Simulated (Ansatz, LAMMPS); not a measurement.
## Which site? Mg in place of Zn in glassy 45P2O5-55ZnO (mol %) (85 atoms)

Aim: make Mg in place of Zn at several sites of glassy 45P2O5-55ZnO (mol %) (85 atoms), relax each, and compare their energies.

Calculated with Ansatz 0.2.0; Kohn-Sham DFT, r2SCAN, PAW (set soft_2), plane waves.

**1. The starting structure**

The cell holds 85 atoms: 18 P, 11 Zn and 56 O. Cell: a = 10.556 Å, b = 10.556 Å, c = 10.556 Å, α = 90.0°, β = 90.0°, γ = 90.0°. 85 atoms (18 P, 11 Zn, 56 O) placed at random at 3.06 g/cm³, melted at 4000 K for 10 ps at fixed volume with the Morse and Coulomb pair potential with partial charges (Pedone, Malavasi, Menziani, Cormack and Segre, J. Phys. Chem. B 110, 11780 (2006)). Quenched from 4000 K to 300 K at 500 K/ps and fixed volume, held 10 ps at zero pressure, then minimised at fixed cell.

What the set-up can't give: The quench rate of 500 K/ps is many orders above laboratory rates, so the cell is likely richer in defects and strain than a real sample. The network of bonds at the start is that of the classical potential that made the cell, and needn't be the one that DFT or experiment would give. Only the Γ point is sampled, in a cell whose shortest periodic width is 11 Å.

**2. Single point at the start**

A single point comes first, to see the forces before anything moves.

input.yaml reads:

```yaml
crystal:
  lattice:
    - [10.5564, 0.0, 0.0]
    - [0.0, 10.5564, 0.0]
    - [0.0, 0.0, 10.5564]
  atoms:
    - { symbol: P, position: [0.7373, 0.03783, 0.86867] }
    - { symbol: P, position: [0.70147, 0.87884, 0.34573] }
    - { symbol: P, position: [0.17997, 0.09679, 0.94094] }
    - { symbol: P, position: [0.65117, 0.24603, 0.2473] }
    - { symbol: P, position: [0.38736, 0.14636, 0.33458] }
    - { symbol: P, position: [0.17792, 0.43806, 0.80492] }
    - { symbol: P, position: [0.20759, 0.7269, 0.85433] }
    - { symbol: P, position: [0.74955, 0.62803, 0.91562] }
    - { symbol: P, position: [0.86576, 0.95554, 0.11313] }
    - { symbol: P, position: [0.33581, 0.88231, 0.22993] }
    - { symbol: P, position: [0.81993, 0.95101, 0.60136] }
    - { symbol: P, position: [0.03846, 0.18173, 0.1771] }
    - { symbol: P, position: [0.36219, 0.09352, 0.60947] }
    - { symbol: P, position: [0.95344, 0.45822, 0.51591] }
    - { symbol: P, position: [0.41517, 0.67164, 0.40626] }
    - { symbol: P, position: [0.54046, 0.3109, 0.69269] }
    - { symbol: P, position: [0.33765, 0.41653, 0.04502] }
    - { symbol: P, position: [0.09015, 0.76879, 0.11762] }
    - { symbol: Zn, position: [0.07489, 0.47445, 0.23355] }
    - { symbol: Zn, position: [0.43526, 0.93768, 0.86386] }
    - { symbol: Zn, position: [0.52025, 0.66787, 0.1089] }
    - { symbol: Zn, position: [0.05178, 0.17084, 0.64696] }
    - { symbol: Zn, position: [0.8755, 0.33921, 0.88543] }
    - { symbol: Zn, position: [0.80434, 0.22461, 0.5159] }
    - { symbol: Zn, position: [0.23987, 0.4085, 0.4726] }
    - { symbol: Zn, position: [0.53328, 0.62837, 0.68135] }
    - { symbol: Zn, position: [0.5197, 0.18838, 0.98387] }
    - { symbol: Zn, position: [0.9631, 0.70625, 0.71721] }
    - { symbol: Zn, position: [0.69918, 0.55314, 0.32975] }
    - { symbol: O, position: [0.80488, 0.16348, 0.86498] }
    - { symbol: O, position: [0.98941, 0.31395, 0.17886] }
    - { symbol: O, position: [0.65094, 0.3881, 0.25081] }
    - { symbol: O, position: [0.96875, 0.8523, 0.11487] }
    - { symbol: O, position: [0.13789, 0.16706, 0.06658] }
    - { symbol: O, position: [0.88654, 0.82858, 0.61111] }
    - { symbol: O, position: [0.7309, 0.74018, 0.3485] }
    - { symbol: O, position: [0.31933, 0.57197, 0.43916] }
    - { symbol: O, position: [0.89868, 0.06878, 0.58353] }
    - { symbol: O, position: [0.20529, 0.58363, 0.81524] }
    - { symbol: O, position: [0.40704, 0.29816, 0.08313] }
    - { symbol: O, position: [0.56839, 0.91539, 0.31704] }
    - { symbol: O, position: [0.69288, 0.6803, 0.0381] }
    - { symbol: O, position: [0.43121, 0.21839, 0.64946] }
    - { symbol: O, position: [0.2094, 0.39279, 0.67385] }
    - { symbol: O, position: [0.22147, 0.10521, 0.60968] }
    - { symbol: O, position: [0.34384, 0.02838, 0.25417] }
    - { symbol: O, position: [0.8748, 0.69332, 0.88398] }
    - { symbol: O, position: [0.51323, 0.44603, 0.65705] }
    - { symbol: O, position: [0.39956, 0.08423, 0.46769] }
    - { symbol: O, position: [0.5471, 0.29388, 0.83391] }
    - { symbol: O, position: [0.80163, 0.96522, 0.98262] }
    - { symbol: O, position: [0.23034, 0.44709, 0.13424] }
    - { symbol: O, position: [0.5209, 0.19174, 0.29721] }
    - { symbol: O, position: [0.73885, 0.93777, 0.47756] }
    - { symbol: O, position: [0.12167, 0.7893, 0.76151] }
    - { symbol: O, position: [0.77358, 0.48672, 0.92093] }
    - { symbol: O, position: [0.34988, 0.79272, 0.34618] }
    - { symbol: O, position: [0.04594, 0.41193, 0.8516] }
    - { symbol: O, position: [0.05581, 0.65422, 0.19353] }
    - { symbol: O, position: [0.08727, 0.12682, 0.29671] }
    - { symbol: O, position: [0.93525, 0.08261, 0.13298] }
    - { symbol: O, position: [0.59767, 0.03242, 0.89763] }
    - { symbol: O, position: [0.94828, 0.32536, 0.57599] }
    - { symbol: O, position: [0.66379, 0.18662, 0.11748] }
    - { symbol: O, position: [0.10738, 0.15586, 0.83402] }
    - { symbol: O, position: [0.74867, 0.1963, 0.34136] }
    - { symbol: O, position: [0.41718, 0.83536, 0.12316] }
    - { symbol: O, position: [0.6556, 0.25909, 0.62317] }
    - { symbol: O, position: [0.33961, 0.77819, 0.85591] }
    - { symbol: O, position: [0.06192, 0.45352, 0.42032] }
    - { symbol: O, position: [0.42026, 0.53211, 0.03073] }
    - { symbol: O, position: [0.27163, 0.39122, 0.91159] }
    - { symbol: O, position: [0.13429, 0.9644, 0.96604] }
    - { symbol: O, position: [0.49958, 0.62622, 0.29832] }
    - { symbol: O, position: [0.3222, 0.09021, 0.92539] }
    - { symbol: O, position: [0.65746, 0.65984, 0.80872] }
    - { symbol: O, position: [0.8278, 0.47958, 0.44924] }
    - { symbol: O, position: [0.197, 0.84551, 0.1872] }
    - { symbol: O, position: [0.75602, 0.97614, 0.73441] }
    - { symbol: O, position: [0.78286, 0.93086, 0.23061] }
    - { symbol: O, position: [0.14917, 0.72309, 0.99131] }
    - { symbol: O, position: [0.97602, 0.55497, 0.61813] }
    - { symbol: O, position: [0.31139, 0.26346, 0.36259] }
    - { symbol: O, position: [0.49079, 0.70672, 0.52211] }
    - { symbol: O, position: [0.4179, 0.98882, 0.68571] }
kpoints:
  mp_grid: { grid: [1, 1, 1] }
hamiltonian:
  xc: r2scan
scf:
  occupations: { method: gaussian, width: 0.025 }
output:
  forces: true
```

Started as:

```sh
$ ansatz run input.yaml --threads 4 --pin off --max-ram 8192MiB --backend cpu --events-out ev --progress --plain --runs-dir out
```

Numbers of over 12 decimals in the logs are rounded to 6 here.

The log of the run:

```text
Engine: ansatz 0.2.0, aarch64-unknown-linux-gnu
Pseudopotentials: kind: paw
Pseudopotential: P, paw, valence charge 5, recommended cutoff 500 eV (meta_gga), P.paw.azcp
Pseudopotential: Zn, paw, valence charge 12, recommended cutoff 500 eV (meta_gga), Zn.paw.azcp
Pseudopotential: O, paw, valence charge 6, recommended cutoff 500 eV (meta_gga), O.paw.azcp
[... 6 lines on functional and potentials left out ...]
Crystal: 85 atoms, lattice volume = 1176.380 Å³
Basis set: ecut = 500 eV, 29855 PW (Γ), exchange–correlation on 320×320×320 points (64 copies of the dense FFT grid, shifted against one another)
Bands: 364, of which v1, the nominal top of the filled ones, is band 279 counted from 1 (278 counted from 0)
Symmetry: 1 space group operations
Space group: P1 (ITA 1), of the structure as read, at distance tolerance 1.1e-4 Å
k-points: 1
[... 10 lines on functional and potentials left out ...]
Initial density: superposition of atomic densities (neutral atoms: chi_scale 0, normalization atom), corrected by the library's trained network
Initial wavefunctions: pseudopotential atomic-orbital guess
Functional: x = r2scan, c = r2scan; τ floored in thin density (d = 2e-4 eV/Å³)
SCF iter   1: F=—  HF=-82110.494503 eV  |F-HF|=—  |Δ(HF+E_count)|=         —  Δρ=1.29e-2  dr2=1.63e0  dr2_τ=7.78e0  ethr=1.77e-3  ⟨swp⟩=8.0  Hψ=1835  notcnv=0  defer=44
preconditioner: auto → Resta (q_TF=auto, 2.409 Å⁻¹)  ε∞=3.4  [insulator: Δε(μ)=2.874 eV  Ē_g=16.448 eV  σ=0.025 eV  W_gap=1.00  n_scr=256 (ndim 8)  ℏωp=25.6 eV  f_vac=0.195  D(μ)=0.00/eV (n_scr^D=0)  ε∞_Penn≈3.4]
SCF iter   2: F=—  HF=-82111.887258 eV  |F-HF|=—  |Δ(HF+E_count)|=    1.39e0  Δρ=5.43e-3  dr2=2.95e-1  dr2_τ=2.68e-2  ethr=2.92e-4  ⟨swp⟩=3.0  Hψ=707  notcnv=0  defer=76
SCF iter   3: F=—  HF=-82111.832834 eV  |F-HF|=—  |Δ(HF+E_count)|=   5.44e-2  Δρ=3.39e-3  dr2=9.75e-2  dr2_τ=3.74e-3  ethr=5.29e-5  ⟨swp⟩=3.0  Hψ=616  notcnv=0  defer=35
automatic band count: iteration 3 solves 323 bands in place of 364: the levels show a gap, and the empty bands left out lie too high to hold charge; the band table lists the bands solved (type scf.n_extra_bands for more)
SCF iter   4: F=—  HF=-82111.808975 eV  |F-HF|=—  |Δ(HF+E_count)|=   2.39e-2  Δρ=7.13e-4  dr2=7.42e-3  dr2_τ=1.08e-3  ethr=1.75e-5  ⟨swp⟩=2.0  Hψ=576  notcnv=0  defer=35
SCF iter   5: F=—  HF=-82111.807890 eV  |F-HF|=—  |Δ(HF+E_count)|=   1.09e-3  Δρ=3.38e-4  dr2=1.76e-3  dr2_τ=1.22e-4  ethr=1.33e-6  ⟨swp⟩=3.0  Hψ=708  notcnv=0  defer=35
SCF iter   6: F=—  HF=-82111.808309 eV  |F-HF|=—  |Δ(HF+E_count)|=   4.19e-4  Δρ=2.05e-4  dr2=3.69e-4  dr2_τ=2.90e-5  ethr=3.15e-7  ⟨swp⟩=3.0  Hψ=547  notcnv=0  defer=35
SCF iter   7: F=—  HF=-82111.808174 eV  |F-HF|=—  |Δ(HF+E_count)|=   1.35e-4  Δρ=5.98e-5  dr2=3.69e-5  dr2_τ=4.14e-6  ethr=6.62e-8  ⟨swp⟩=3.0  Hψ=628  notcnv=0  defer=35
SCF iter   8: F=—  HF=-82111.808196 eV  |F-HF|=—  |Δ(HF+E_count)|=   2.19e-5  Δρ=3.03e-5  dr2=1.05e-5  dr2_τ=1.03e-6  ethr=6.61e-9  ⟨swp⟩=3.0  Hψ=654  notcnv=0  defer=35
SCF iter   9: F=—  HF=-82111.808198 eV  |F-HF|=—  |Δ(HF+E_count)|=   2.34e-6  Δρ=9.79e-6  dr2=1.43e-6  dr2_τ=7.66e-8  ethr=1.88e-9  ⟨swp⟩=3.0  Hψ=547  notcnv=0  defer=35
SCF iter  10: F=—  HF=-82111.808199 eV  |F-HF|=—  |Δ(HF+E_count)|=   6.46e-7  Δρ=5.04e-6  dr2=2.45e-7  dr2_τ=2.53e-8  ethr=2.56e-10  ⟨swp⟩=3.0  Hψ=665  notcnv=0  defer=35
SCF iter  11: F=-82111.808199 eV  HF=-82111.808199 eV  |F-HF|=4.29e-9  |Δ(HF+E_count)|=   8.95e-8  Δρ=2.22e-6  dr2=4.49e-8  dr2_τ=4.01e-9  ethr=1.79e-11  ⟨swp⟩=6.0  Hψ=1256  notcnv=0
SCF 1 converged in 11 iterations: F = -82111.808199 eV  dr2 = 4.49e-8
  greatest PAW one-centre occupation: 0.991 electrons in one spin orbital (limit 2), on the Zn atom at site 28 (counted from 0), in its partial waves of l = 2
SCF converged after 11 iterations
Free energy (F): -82111.808199 eV
Harris-Foulkes:  -82111.808199 eV  (|F-HF|=4.29e-9)
Internal energy: -82111.808199 eV  (E = F + TS)
E sigma→0 (E₀):  -82111.808199 eV
Fermi energy:    4.729645 eV
--- Per-component energies (eV) ---
  E_band       = -2723.488193
  E_kinetic    = 12829.227111
  E_local      = -54851.132888  (includes V_loc(G=0)·N_el)
  E_nonlocal   = 10076.053890
  E_hartree    = 21677.214858
  E_xc         = -6524.387818
  E_vxc        = -7713.415049  (∫ρ·V_xc dr)
  E_paw        = -39790.984935  (= ΣΔE_a)
  E_vpaw       = -6909.733022  (= ΣTr[D̂ρ^β])
  E_aug_tail   = 0.058669  (compensation charges beyond the density's cutoff)
  E_vtau       = 490.997786  (kinetic-family band-sum trace: ∫τ·v_τ [+ j·A + Jᵃ·Aᵃ] dr)
  E_ewald      = -25522.424432
  E_core_change = -5.432656  (= ΣΔE_core)
  E_smearing   = -0.000000  (= −TS)
  E_closure    = -0.000000  (closes the sum)
  Σ components = -82111.808199   (vs F -82111.808199, Δ=0.00e0)
--- Forces (eV/Å), atoms counted from 1 ---
  atom   1  P      0.39607024     3.60143677    -0.98055035
  atom   2  P     -4.34956829    -2.85001356    -0.21156128
  atom   3  P     -1.81594098    -3.44806924    -0.52451844
  atom   4  P      2.44623244     0.71706473    -0.05316094
  atom   5  P      0.52182390     3.48493476     2.95188649
  atom   6  P     -0.54884369    -1.07182912     0.96122713
  atom   7  P     -0.21221188     1.16435055    -1.99032922
  atom   8  P      0.59906745    -0.33119061    -1.19774044
  atom   9  P      1.66535750     2.44777059     1.24298297
  atom  10  P      1.39616303    -3.07440633    -1.88098905
  atom  11  P      2.74444230    -1.56383796    -0.21081103
  atom  12  P      3.02736428    -0.23026726     2.02994720
  atom  13  P     -0.71482160     0.81804500     1.86172176
  atom  14  P     -1.60988814     1.92467648     0.90875945
[...]
atom  84  O      0.27583547     0.67935063     0.83956343
  atom  85  O      0.34851807    -0.57833626    -0.46825750
  max |Σ_I F_I| component: 3.42e-5 eV/Å
```

Run time: 35 s. Hardware: 4 threads of Arm Neoverse V2, shared host; peak memory 3.3 GiB; 2.2 min of CPU time.

The r.m.s. force at the start is 1.2 eV/Å.

**3. Relaxation**

With the cell held, the atoms are moved downhill towards a nearby minimum.

input.yaml reads:

```yaml
crystal:
  lattice:
    - [10.5564, 0.0, 0.0]
    - [0.0, 10.5564, 0.0]
    - [0.0, 0.0, 10.5564]
  atoms:
    [... the 85 atom lines of step 2 ...]
kpoints:
  mp_grid: { grid: [1, 1, 1] }
hamiltonian:
  xc: r2scan
scf:
  occupations: { method: gaussian, width: 0.025 }
output:
  forces: true
relax:
  f_tol: 0.05
  max_steps: 120
```

The log of the run:

```text
[...]
Crystal: 85 atoms, lattice volume = 1176.380 Å³
Basis set: ecut = 500 eV, 29855 PW (Γ), exchange–correlation on 320×320×320 points (64 copies of the dense FFT grid, shifted against one another)
Bands: 364, of which v1, the nominal top of the filled ones, is band 279 counted from 1 (278 counted from 0)
Symmetry: 1 space group operations
[...]
k-points: 1
[...]
SCF iter   1: F=—  HF=-82110.494501 eV  |F-HF|=—  |Δ(HF+E_count)|=         —  Δρ=1.29e-2  dr2=1.63e0  dr2_τ=7.78e0  ethr=1.77e-3  ⟨swp⟩=8.0  Hψ=1835  notcnv=0  defer=44
[...]
SCF iter   8: F=-82111.808194 eV  HF=-82111.808196 eV  |F-HF|=2.17e-6  |Δ(HF+E_count)|=   1.55e-5  Δρ=3.04e-5  dr2=1.05e-5  dr2_τ=1.04e-6  ethr=6.61e-9  ⟨swp⟩=5.0  Hψ=1192  notcnv=0
SCF 1 converged in 8 iterations: F = -82111.808194 eV  dr2 = 1.05e-5
[...]
relax step   1: F+E_penalty+E_count = -82111.80819392 eV  Δ(F+E_penalty+E_count) = +0.000e0 eV  max|allowed force component| = 4.349e0 eV/Å  Δτ_max = 0.0000 Å  (8 SCF iters, dr2 threshold 6.25e-5 eV, accepted)
[... from here on, the SCF cycles and remarks between the steps are left out ...]
relax step   2: F+E_penalty+E_count = -82114.14009608 eV  Δ(F+E_penalty+E_count) = -2.332e0 eV  max|allowed force component| = 2.952e0 eV/Å  Δτ_max = 0.0999 Å  (7 SCF iters, dr2 threshold 1.00e-4 eV, accepted)
relax step   3: F+E_penalty+E_count = -82116.66887030 eV  Δ(F+E_penalty+E_count) = -2.529e0 eV  max|allowed force component| = 9.358e-1 eV/Å  Δτ_max = 0.1915 Å  (8 SCF iters, dr2 threshold 1.00e-4 eV, accepted)
relax step   4: F+E_penalty+E_count = -82117.20716508 eV  Δ(F+E_penalty+E_count) = -5.383e-1 eV  max|allowed force component| = 9.268e-1 eV/Å  Δτ_max = 0.2000 Å  (7 SCF iters, dr2 threshold 8.80e-5 eV, accepted)
relax step   5: F+E_penalty+E_count = -82117.46562768 eV  Δ(F+E_penalty+E_count) = -2.585e-1 eV  max|allowed force component| = 4.957e-1 eV/Å  Δτ_max = 0.1034 Å  (7 SCF iters, dr2 threshold 8.63e-5 eV, accepted)
relax step   6: F+E_penalty+E_count = -82117.63960453 eV  Δ(F+E_penalty+E_count) = -1.740e-1 eV  max|allowed force component| = 4.872e-1 eV/Å  Δτ_max = 0.2000 Å  (7 SCF iters, dr2 threshold 7.03e-5 eV, accepted)
relax step   7: F+E_penalty+E_count = -82117.72284931 eV  Δ(F+E_penalty+E_count) = -8.324e-2 eV  max|allowed force component| = 2.654e-1 eV/Å  Δτ_max = 0.0733 Å  (6 SCF iters, dr2 threshold 6.79e-5 eV, accepted)
relax step   8: F+E_penalty+E_count = -82117.83704452 eV  Δ(F+E_penalty+E_count) = -1.142e-1 eV  max|allowed force component| = 1.876e-1 eV/Å  Δτ_max = 0.2000 Å  (7 SCF iters, dr2 threshold 2.09e-5 eV, accepted)
relax step   9: F+E_penalty+E_count = -82117.95870930 eV  Δ(F+E_penalty+E_count) = -1.217e-1 eV  max|allowed force component| = 3.921e-1 eV/Å  Δτ_max = 0.1950 Å  (8 SCF iters, dr2 threshold 1.04e-5 eV, accepted)
relax step  10: F+E_penalty+E_count = -82117.99746737 eV  Δ(F+E_penalty+E_count) = -3.876e-2 eV  max|allowed force component| = 5.639e-1 eV/Å  Δτ_max = 0.1023 Å  (6 SCF iters, dr2 threshold 7.68e-5 eV, accepted)
relax step  11: F+E_penalty+E_count = -82118.05856862 eV  Δ(F+E_penalty+E_count) = -6.110e-2 eV  max|allowed force component| = 4.364e-1 eV/Å  Δτ_max = 0.2000 Å  (7 SCF iters, dr2 threshold 1.00e-4 eV, accepted)
relax step  12: F+E_penalty+E_count = -82118.13346862 eV  Δ(F+E_penalty+E_count) = -7.490e-2 eV  max|allowed force component| = 3.146e-1 eV/Å  Δτ_max = 0.0699 Å  (6 SCF iters, dr2 threshold 1.00e-4 eV, accepted)
relax step  13: F+E_penalty+E_count = -82118.22584040 eV  Δ(F+E_penalty+E_count) = -9.237e-2 eV  max|allowed force component| = 3.259e-1 eV/Å  Δτ_max = 0.2000 Å  (7 SCF iters, dr2 threshold 5.14e-5 eV, accepted)
relax step  14: F+E_penalty+E_count = -82118.32257689 eV  Δ(F+E_penalty+E_count) = -9.674e-2 eV  max|allowed force component| = 4.734e-1 eV/Å  Δτ_max = 0.1930 Å  (7 SCF iters, dr2 threshold 5.52e-5 eV, accepted)
relax step  15: F+E_penalty+E_count = -82118.43780781 eV  Δ(F+E_penalty+E_count) = -1.152e-1 eV  max|allowed force component| = 3.897e-1 eV/Å  Δτ_max = 0.1912 Å  (7 SCF iters, dr2 threshold 1.00e-4 eV, accepted)
relax step  16: F+E_penalty+E_count = -82118.56177107 eV  Δ(F+E_penalty+E_count) = -1.240e-1 eV  max|allowed force component| = 4.923e-1 eV/Å  Δτ_max = 0.1948 Å  (6 SCF iters, dr2 threshold 1.00e-4 eV, accepted)
relax step  17: F+E_penalty+E_count = -82118.65458316 eV  Δ(F+E_penalty+E_count) = -9.281e-2 eV  max|allowed force component| = 6.765e-1 eV/Å  Δτ_max = 0.1950 Å  (6 SCF iters, dr2 threshold 1.00e-4 eV, accepted)
relax step  18: F+E_penalty+E_count = -82118.73485209 eV  Δ(F+E_penalty+E_count) = -8.027e-2 eV  max|allowed force component| = 5.224e-1 eV/Å  Δτ_max = 0.2000 Å  (7 SCF iters, dr2 threshold 1.00e-4 eV, accepted)
relax step  19: F+E_penalty+E_count = -82118.76522208 eV  Δ(F+E_penalty+E_count) = -3.037e-2 eV  max|allowed force component| = 4.399e-1 eV/Å  Δτ_max = 0.0696 Å  (6 SCF iters, dr2 threshold 1.00e-4 eV, accepted)
relax step  20: F+E_penalty+E_count = -82118.70333811 eV  Δ(F+E_penalty+E_count) = +6.188e-2 eV  max|allowed force component| = 3.658e-1 eV/Å  Δτ_max = 0.2000 Å  (7 SCF iters, dr2 threshold 1.00e-4 eV, rejected (line search))
relax step  21: F+E_penalty+E_count = -82118.80587865 eV  Δ(F+E_penalty+E_count) = -4.066e-2 eV  max|allowed force component| = 1.190e-1 eV/Å  Δτ_max = 0.0878 Å  (11 SCF iters, accepted)
relax step  22: F+E_penalty+E_count = -82118.80048197 eV  Δ(F+E_penalty+E_count) = +5.397e-3 eV  max|allowed force component| = 2.916e-1 eV/Å  Δτ_max = 0.1000 Å  (10 SCF iters, rejected (line search))
relax step  23: F+E_penalty+E_count = -82118.81876513 eV  Δ(F+E_penalty+E_count) = -1.289e-2 eV  max|allowed force component| = 4.532e-2 eV/Å  Δτ_max = 0.0483 Å  (10 SCF iters, accepted)
relax step  24: F+E_penalty+E_count = -82118.82336400 eV  Δ(F+E_penalty+E_count) = -4.599e-3 eV  max|allowed force component| = 6.689e-2 eV/Å  Δτ_max = 0.0488 Å  (9 SCF iters, accepted)
relax step  25: F+E_penalty+E_count = -82118.82553422 eV  Δ(F+E_penalty+E_count) = -2.170e-3 eV  max|allowed force component| = 4.424e-2 eV/Å  Δτ_max = 0.0388 Å  (9 SCF iters, accepted)
[...]
SCF iter   2: F=-82118.825534 eV  HF=-82118.825534 eV  |F-HF|=1.05e-8  |Δ(HF+E_count)|=   9.43e-9  Δρ=6.02e-7  dr2=7.44e-9  dr2_τ=1.83e-10  ethr=3.18e-12  ⟨swp⟩=3.0  Hψ=853  notcnv=0
SCF 26 converged in 2 iterations: F = -82118.825534 eV  dr2 = 7.44e-9
SCF converged after 2 iterations
Free energy (F): -82118.825534 eV
[...]
Internal energy: -82118.825534 eV  (E = F + TS)
E sigma→0 (E₀):  -82118.825534 eV
Fermi energy:    4.560756 eV
[...]
--- Forces (eV/Å), atoms counted from 1 ---
  atom   1  P      0.01399789    -0.04422579    -0.02600232
  atom   2  P     -0.00556196     0.00449116    -0.00026324
  atom   3  P     -0.00608549    -0.01566173    -0.01224541
  atom   4  P     -0.00739169     0.00492540     0.01728238
  atom   5  P     -0.01652371    -0.00757320    -0.00717982
  atom   6  P     -0.04282658     0.01715539    -0.02277222
  atom   7  P      0.03541390    -0.03756855    -0.00318838
  atom   8  P     -0.00415709     0.01596732     0.00915010
  atom   9  P     -0.00335402     0.00508974    -0.02493005
  atom  10  P     -0.00873773    -0.00035609     0.01397826
  atom  11  P      0.00266283     0.00494481    -0.02520673
  atom  12  P      0.01231745    -0.00364043    -0.01702973
  atom  13  P     -0.00984928    -0.03039017    -0.00554672
  atom  14  P      0.00400612     0.01830474    -0.00297804
[...]
atom  84  O     -0.00274583     0.00414953     0.01034399
  atom  85  O      0.00761900     0.01578846     0.00698120
  max |Σ_I F_I| component: 1.47e-4 eV/Å
--- Relaxed structure (25 steps of the walk, 23 accepted, 0 SCFs on fresh bases) ---
  F+E_penalty+E_count = -82118.82553422 eV   max|allowed force component| = 4.424e-2 eV/Å
  atoms:
    - { symbol: P, position: [0.711390, 0.012523, 0.881049] }
    - { symbol: P, position: [0.713344, 0.859624, 0.369445] }
    - { symbol: P, position: [0.132335, 0.111160, 0.927924] }
    - { symbol: P, position: [0.648755, 0.250254, 0.256962] }
[...]
- { symbol: O, position: [0.423619, 1.043289, 0.695214] }
```

The job ended after 11 min (4 threads; peak memory 3.2 GiB; 40 min of CPU time).

The relaxation converged after 25 steps, 7.02 eV below its start, with a largest force component of 0.044 eV/Å.

(Continued in part 2 of 3.)

[Logs are printed without paths, hosts, clocks, repeated set-up lines and the standing remarks that a program may print on its own settings, such as how far it seeks lower states.]

[Hosts, paths, dates, database ids (printed as entryN), source tags and the programs' standing remarks are cut or masked in the printed files.]
